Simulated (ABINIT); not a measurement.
# LiCaBr3 (Pm-3m): modes at Γ and the response to a field

Aim: the zone-centre modes of LiCaBr3 (Pm-3m).

Program: ABINIT 10.8.3. Level of theory: DFT LDA, scalar-relativistic, plane waves, PseudoDojo norm-conserving pseudopotentials. Results are calculated unless marked as measured.

This is a report of a sequence of runs, with most program output left out.

The structure was built from a prototype and need not be the compound's stable phase.

## 1. The starting structure

Symmetry: Pm-3m, No. 221, cubic system. Conventional cell: a = 5.802 Å, b = 5.802 Å, c = 5.802 Å, α = 90.00°, β = 90.00°, γ = 90.00°. Nearest to Li lie 12 Br at 4.10 Å. Nearest to Ca lie 6 Br at 2.90 Å. Br has 2 Ca at 2.90 Å nearest. Farther neighbours and most contacts between anions are not listed.

As a file:

```cif
data_structure
_symmetry_space_group_name_H-M 'P 1'
_symmetry_Int_Tables_number 1
_cell_length_a 5.8016
_cell_length_b 5.8016
_cell_length_c 5.8016
_cell_angle_alpha 90.000
_cell_angle_beta 90.000
_cell_angle_gamma 90.000
_cell_volume 195.27
loop_
_atom_site_label
_atom_site_type_symbol
_atom_site_fract_x
_atom_site_fract_y
_atom_site_fract_z
_atom_site_occupancy
Li1 Li 0.00000 0.00000 0.00000 1
Ca2 Ca 0.50000 0.50000 0.50000 1
Br3 Br 0.50000 0.50000 0.00000 1
Br4 Br 0.50000 0.00000 0.50000 1
Br5 Br 0.00000 0.50000 0.50000 1
```

## 2. A first look

A first run with smearing and empty bands tells whether the crystal has a gap, which decides between fixed occupations and smearing later on.

Input file probe.abi:

```
# ground state
tolvrs 1.0d-08
prtden 1
prtwf 1

# basis, mesh and filling
ecut 33.0
ngkpt 4 4 4
nshiftk 1
shiftk 0.0 0.0 0.0
istwfk *1
occopt 7
tsmear 0.005
nband 25
nstep 100
diemac 9.0
prtebands 0
prtgsr 0
useylm 1

# cell and atoms
acell 3*1.0 Angstrom
rprim 
    5.8016 0.0 0.0
    0.0 5.8016 0.0
    0.0 0.0 5.8016
ntypat 3
znucl 3 20 35
natom 5
typat 1 2 3 3 3
xred 
    0.0 0.0 0.0
    0.5 0.5 0.5
    0.5 0.5 0.0
    0.5 0.0 0.5
    0.0 0.5 0.5
pp_dirpath "./pseudo"
pseudos "Li.upf, Ca.upf, Br.upf"
```

Launch:

```console
OMP_NUM_THREADS=1 mpirun -n 4 abinit probe.abi > probe.log
```

The job ended after 30 s (4 MPI ranks of Arm Neoverse V2, shared host; 2 min of CPU time).

Read from the output:

| Property | Result |
| --- | --- |
| volume per atom | 39.05 Å³ |
| pressure | -3.033 GPa |
| gap on the k-mesh | 2.826 eV |

A gap of 2.8 eV opens on this mesh, so the crystal is taken as an insulator; the printed pressure holds the stress of the finite basis too.

## 3. Rough relaxation

The typed start is rough, so a first relaxation with smearing and loose thresholds takes it towards rest cheaply.

Input file prerelax.abi:

```
# relaxation
ionmov 2
optcell 2
dilatmx 1.15
chkdilatmx 0
ntime 40
tolmxf 3.0d-04
tolvrs 1.0d-10
prtwf 0
prtden 0
chksymtnons 0

# basis, mesh and filling
ecut 33.0
ecutsm 3.0
ngkpt 4 4 4
nshiftk 1
shiftk 0.0 0.0 0.0
istwfk *1
occopt 7
tsmear 0.005
nband 25
nstep 100
diemac 9.0
prtebands 0
prtgsr 0
useylm 1

# cell and atoms
acell 3*1.0 Angstrom
rprim 
    5.8016 0.0 0.0
    0.0 5.8016 0.0
    0.0 0.0 5.8016
ntypat 3
znucl 3 20 35
natom 5
typat 1 2 3 3 3
xred 
    0.0 0.0 0.0
    0.5 0.5 0.5
    0.5 0.5 0.0
    0.5 0.0 0.5
    0.0 0.5 0.5
pp_dirpath "./pseudo"
pseudos "Li.upf, Ca.upf, Br.upf"
```

Launch:

```console
OMP_NUM_THREADS=1 mpirun -n 4 abinit prerelax.abi > prerelax.log
```

The job ended after 4.7 min (4 MPI ranks; 19 min of CPU time).

The steps of the relaxation:

| step | energy less that of the first step (eV) | largest force (eV/Å) | volume (Å³) |
| --- | --- | --- | --- |
| 1 | 0.0000 | 0.0000 | 195.27 |
| 2 | -0.0328 | 0.0000 | 193.49 |
| 3 | -0.3017 | 0.0000 | 155.52 |
| 4 | -0.3392 | 0.0000 | 166.40 |
| 5 | -0.3416 | 0.0000 | 164.31 |

| conventional cell, symmetrised | before | after | change |
| --- | --- | --- | --- |
| a (Å) | 5.802 | 5.477 | -5.6 % |
| b (Å) | 5.802 | 5.477 | -5.6 % |
| c (Å) | 5.802 | 5.477 | -5.6 % |
| volume (Å³/atom) | 39.05 | 32.86 | -15.9 % |

The relaxed structure:

```xyz
5
Lattice="5.4772 0.0000 0.0000 0.0000 5.4772 0.0000 0.0000 0.0000 5.4772" Properties=species:S:1:pos:R:3 pbc="T T T"
Li    0.0000    0.0000    0.0000
Ca    2.7386    2.7386    2.7386
Br    2.7386    2.7386    0.0000
Br    2.7386    0.0000    2.7386
Br    0.0000    2.7386    2.7386
```

Read from the output:

* volume per atom: 32.86 Å³
* pressure: -0.02606 GPa
* gap on the k-mesh: 2.833 eV

The volume changes by -15.9 % in this run and stands -15.9 % from the first cell.

## 4. Rough relaxation

The cell changed much, so the rough relaxation is repeated on a basis made for the new cell.

Edit prerelax.abi of step 3 so:

```diff
@@ -31,5 +31,5 @@
 rprim 
-    5.8016 0.0 0.0
-    0.0 5.8016 0.0
-    0.0 0.0 5.8016
+    5.47715146 0.0 0.0
+    0.0 5.47715146 0.0
+    0.0 0.0 5.47715146
 ntypat 3
```

The job ended after 37 s (4 MPI ranks).

Little changed from the start: no atom moved by 0.005 Å and no cell edge by 0.1 %.

Numbers from this step:

```yaml
pressure: -0.02607 GPa
```

The volume changes by +0.0 % in this run and stands -15.9 % from the first cell.

## 5. Relaxing the cell and atoms

The harmonic expansion needs vanishing forces, and a free crystal bears no stress, so cell and atoms are brought to rest. Stress is more sensitive to the basis than forces are: the last 3 Ha under the cutoff are smoothed with ecutsm, and the cutoff is raised above that of the later runs.

Input file relax.abi:

```
# relaxation
ionmov 2
optcell 2
dilatmx 1.08
ntime 40
tolmxf 1.0d-05
tolvrs 1.0d-14
prtwf 0
prtden 0
chksymtnons 0

# basis, mesh and filling
ecut 41.0
ecutsm 3.0
ngkpt 4 4 4
nshiftk 1
shiftk 0.0 0.0 0.0
istwfk *1
occopt 1
nband 17
nstep 100
diemac 9.0
prtebands 0
prtgsr 0
useylm 1

# cell and atoms
acell 3*1.0 Angstrom
rprim 
    5.477151464 0.0 0.0
    0.0 5.477151464 0.0
    0.0 0.0 5.477151464
ntypat 3
znucl 3 20 35
natom 5
typat 1 2 3 3 3
xred 
    0.0 0.0 0.0
    0.5 0.5 0.5
    0.5 0.5 0.0
    0.5 0.0 0.5
    0.0 0.5 0.5
pp_dirpath "./pseudo"
pseudos "Li.upf, Ca.upf, Br.upf"
```

Launch:

```console
OMP_NUM_THREADS=1 mpirun -n 4 abinit relax.abi > relax.log
```

Wall time 2 min (4 MPI ranks).

Little changed from the start: no atom moved by 0.005 Å and no cell edge by 0.1 %.

Read from the output:

```
volume per atom : 32.83 Å³
pressure        : 3.50e-5 GPa
```

The volume changes by -0.1 % in this run and stands -15.9 % from the first cell.

## 6. Ground state

The response is built on these wavefunctions, so the potential is converged far more tightly than an energy would need.

Input file gs.abi:

```
# ground state
tolvrs 1.0d-16
prtden 1
prtwf 1

# basis, mesh and filling
ecut 33.0
ngkpt 4 4 4
nshiftk 1
shiftk 0.0 0.0 0.0
istwfk *1
occopt 1
nband 17
nstep 100
diemac 9.0
prtebands 0
prtgsr 0
useylm 1

# cell and atoms
acell 3*1.0 Angstrom
rprim 
    5.47528094 0.0 0.0
    0.0 5.47528094 0.0
    0.0 0.0 5.47528094
ntypat 3
znucl 3 20 35
natom 5
typat 1 2 3 3 3
xred 
    0.0 0.0 0.0
    0.5 0.5 0.5
    0.5 0.5 0.0
    0.5 0.0 0.5
    0.0 0.5 0.5
pp_dirpath "./pseudo"
pseudos "Li.upf, Ca.upf, Br.upf"
```

Launch:

```console
OMP_NUM_THREADS=1 mpirun -n 4 abinit gs.abi > gs.log
```

Run time: 27 s. Hardware: 4 MPI ranks.

This step gave:

```yaml
pressure: -0.04305 GPa
```

The cell stands at -0.043 GPa, close enough for phonons.

## 7. The gap at rest

Empty bands on the ground state's density check that the gap assumed so far is there in this cell.

Input file gap.abi:

```
# empty bands on the ground state's density
iscf -2
getden_filepath "gso_DEN"
tolwfr 1.0d-12
nbdbuf 2
prtwf 0

# basis, mesh and filling
ecut 33.0
ngkpt 4 4 4
nshiftk 1
shiftk 0.0 0.0 0.0
istwfk *1
occopt 1
nband 21
nstep 100
diemac 9.0
prtebands 0
prtgsr 0
useylm 1

# cell and atoms
acell 3*1.0 Angstrom
rprim 
    5.47528094 0.0 0.0
    0.0 5.47528094 0.0
    0.0 0.0 5.47528094
ntypat 3
znucl 3 20 35
natom 5
typat 1 2 3 3 3
xred 
    0.0 0.0 0.0
    0.5 0.5 0.5
    0.5 0.5 0.0
    0.5 0.0 0.5
    0.0 0.5 0.5
pp_dirpath "./pseudo"
pseudos "Li.upf, Ca.upf, Br.upf"
```

Launch:

```console
OMP_NUM_THREADS=1 mpirun -n 4 abinit gap.abi > gap.log
```

Wall time 31 s (4 MPI ranks); 2.1 min of CPU time.

In this cell the gap on the mesh is 2.8 eV, indirect (smallest direct 3.2 eV), so fixed occupations hold.

## 8. Linear response at Γ

The derivative of the wavefunctions by k comes first, since the response to a field is built on it; then the field and the displacements that symmetry doesn't supply are solved at q = 0.

It reads the wavefunctions written in step 6.

Input file dfpt_gamma.abi:

```
ndtset 2

# common to the responses
getwfk_filepath "gso_WFK"
kptopt 2
nqpt 1
qpt 0.0 0.0 0.0
asr 0
chneut 0

# d/dk
rfelfd1 2
rfdir1 1 1 1
iscf1 -3
tolwfr1 1.0d-20

# displacements, field
rfphon2 1
rfatpol2 1 5
rfdir2 1 1 1
rfelfd2 3
getddk2 1
tolvrs2 1.0d-10
prtwf2 0

# basis, mesh and filling
ecut 33.0
ngkpt 4 4 4
nshiftk 1
shiftk 0.0 0.0 0.0
istwfk *1
occopt 1
nband 17
nstep 100
diemac 9.0
prtebands 0
prtgsr 0
useylm 1

# cell and atoms
acell 3*1.0 Angstrom
rprim 
    5.47528094 0.0 0.0
    0.0 5.47528094 0.0
    0.0 0.0 5.47528094
ntypat 3
znucl 3 20 35
natom 5
typat 1 2 3 3 3
xred 
    0.0 0.0 0.0
    0.5 0.5 0.5
    0.5 0.5 0.0
    0.5 0.0 0.5
    0.0 0.5 0.5
pp_dirpath "./pseudo"
pseudos "Li.upf, Ca.upf, Br.upf"
```

Launch:

```console
OMP_NUM_THREADS=1 mpirun -n 4 abinit dfpt_gamma.abi > dfpt_gamma.log
```

Elapsed: 6.7 min, on 4 MPI ranks; 27 min of CPU time.

Numbers from this step:

```
miss of the charge sum rule                                       : 0.01518 e
largest acoustic frequency at the zone centre before the sum rule : 1.05 cm⁻¹
highest optical zone-centre mode (no LO-TO term)                  : 247.8 cm⁻¹
lowest optical zone-centre mode                                   : -170.7 cm⁻¹
mean high-frequency dielectric constant                           : 3.139
largest Born charge in size (third of the trace)                  : 2.440 e
```

Born charge (rows field, columns displacement), before the sum rule (e), principal values of the symmetric part by kind of site:

| atom | atoms with these values | low | middle | high | mean |
| --- | --- | --- | --- | --- | --- |
| Li1 | 1 | 1.42 | 1.42 | 1.42 | 1.42 |
| Ca2 | 1 | 2.44 | 2.44 | 2.44 | 2.44 |
| Br3 | 3 | -2.08 | -0.90 | -0.90 | -1.29 |

In full for Br3:

```
-0.90  0.00  0.00
 0.00 -0.90  0.00
 0.00  0.00 -2.08
```

High-frequency dielectric tensor:

```
3.14 0.00 0.00
0.00 3.14 0.00
0.00 0.00 3.14
```

The acoustic modes at Γ come out as far as 1.1 cm⁻¹ from zero, where they should vanish, a small numerical error; the Born charges miss their sum rule by 0.015 e, which is good. The lowest optical mode is imaginary, 171i cm⁻¹, an instability at this level and on this k mesh.

## 9. Modes with the sum rule

anaddb reads the merged derivatives, imposes the acoustic sum rule and charge neutrality, and adds the LO-TO term along chosen directions.

Input file anaddb.abi:

```
ddb_filepath "gamma_DDB"
output_file "anaddb.abo"
outdata_prefix "anaddb"
asr 1
chneut 1
enunit 2
eivec 1
nph1l 1
qph1l 0.0 0.0 0.0 1.0
dieflag 2
nph2l 3
qph2l 
    1.0 0.0 0.0 0.0
    0.0 0.0 1.0 0.0
    1.0 1.0 1.0 0.0
```

Input file mrgddb.in:

```
gamma_DDB
merged
2
dfpt_gammao_DS2_DDB
gso_DDB
```

Launch:

```console
mrgddb < mrgddb.in > mrgddb.log
OMP_NUM_THREADS=1 anaddb anaddb.abi > anaddb.log
```

Wall time 0.52 s (1 thread).

Numbers from this step:

```
highest mode moved by the LO-TO term : 294.0 cm⁻¹
```

No LO-TO term; unit eigenvectors of the mass-weighted matrix, from anaddb's displacements. The modes at Γ (shares of kinetic energy by element, %) (negative means imaginary):

| mode | frequency (cm⁻¹) | symmetry | Li % | Ca % | Br % |
| --- | --- | --- | --- | --- | --- |
| 1 | -170.7 | T1u | 95 | 0 | 5 |
| 2 | -170.7 | T1u | 95 | 0 | 5 |
| 3 | -170.7 | T1u | 95 | 0 | 5 |
| 4 | -29.9 | T2u | 0 | 0 | 100 |
| 5 | -29.9 | T2u | 0 | 0 | 100 |
| 6 | -29.9 | T2u | 0 | 0 | 100 |
| 7 | 0.0 | acoustic | 2 | 14 | 84 |
| 8 | 0.0 | acoustic | 2 | 14 | 84 |
| 9 | 0.0 | acoustic | 2 | 14 | 84 |
| 10 | 66.2 | T1u | 3 | 26 | 71 |
| 11 | 66.2 | T1u | 3 | 26 | 71 |
| 12 | 66.2 | T1u | 3 | 26 | 71 |
| 13 | 247.8 | T1u | 0 | 60 | 40 |
| 14 | 247.8 | T1u | 0 | 60 | 40 |
| 15 | 247.8 | T1u | 0 | 60 | 40 |

Displacements in mode 1 (-170.7 cm⁻¹), the largest set to 1:
```
Li1  0.00  0.00  1.00
Ca2  0.00  0.00  0.01
Br3  0.00  0.00  0.00
Br4  0.00  0.00 -0.05
Br5  0.00  0.00 -0.05
```

Displacements in mode 10 (66.2 cm⁻¹), the largest set to 1:
```
Li1  0.00  0.00 -0.79
Ca2  0.00  0.00  1.00
Br3  0.00  0.00  0.79
Br4  0.00  0.00 -0.61
Br5  0.00  0.00 -0.61
```

With imaginary modes the relaxed-ion tensors have no meaning and are not tabulated.

The rule moves no optical mode by more than 0.1 cm⁻¹.

## 10. What came out

```
space group after relaxation                                           : Pm-3m
volume per atom                                                        : 32.8 Å³
highest optical zone-centre mode (no LO-TO term)                       : 247.8 cm⁻¹
lowest optical zone-centre mode                                        : -170.7 cm⁻¹
highest mode moved by the LO-TO term                                   : 294.0 cm⁻¹
mean high-frequency dielectric constant                                : 3.14
largest Born charge in size (third of the trace)                       : 2.44 e
imaginary optical modes at the zone centre (no q mesh in this session) : yes
```

In words: At the LDA level the optical modes of LiCaBr3 (Pm-3m) at the zone centre (no LO-TO term) run from 171i to 248 cm⁻¹, so the structure is a saddle point, with 6 modes beyond 10i cm⁻¹ there. Along the directions run, the highest mode that the macroscopic field moves lies at 294 cm⁻¹. These are harmonic frequencies at zero temperature: anharmonic shifts and linewidths and thermal expansion are left out. The structure is a hypothetical one, built on a prototype.

[Host names and launcher messages were left out of these logs when they were recorded.]

[Logs are printed without paths, hosts, clocks, repeated set-up lines and the standing remarks that a program may print on its own settings, such as how far it seeks lower states.]

[Hosts, paths, dates, database ids (printed as entryN), source tags and the programs' standing remarks are cut or masked in the printed files.]
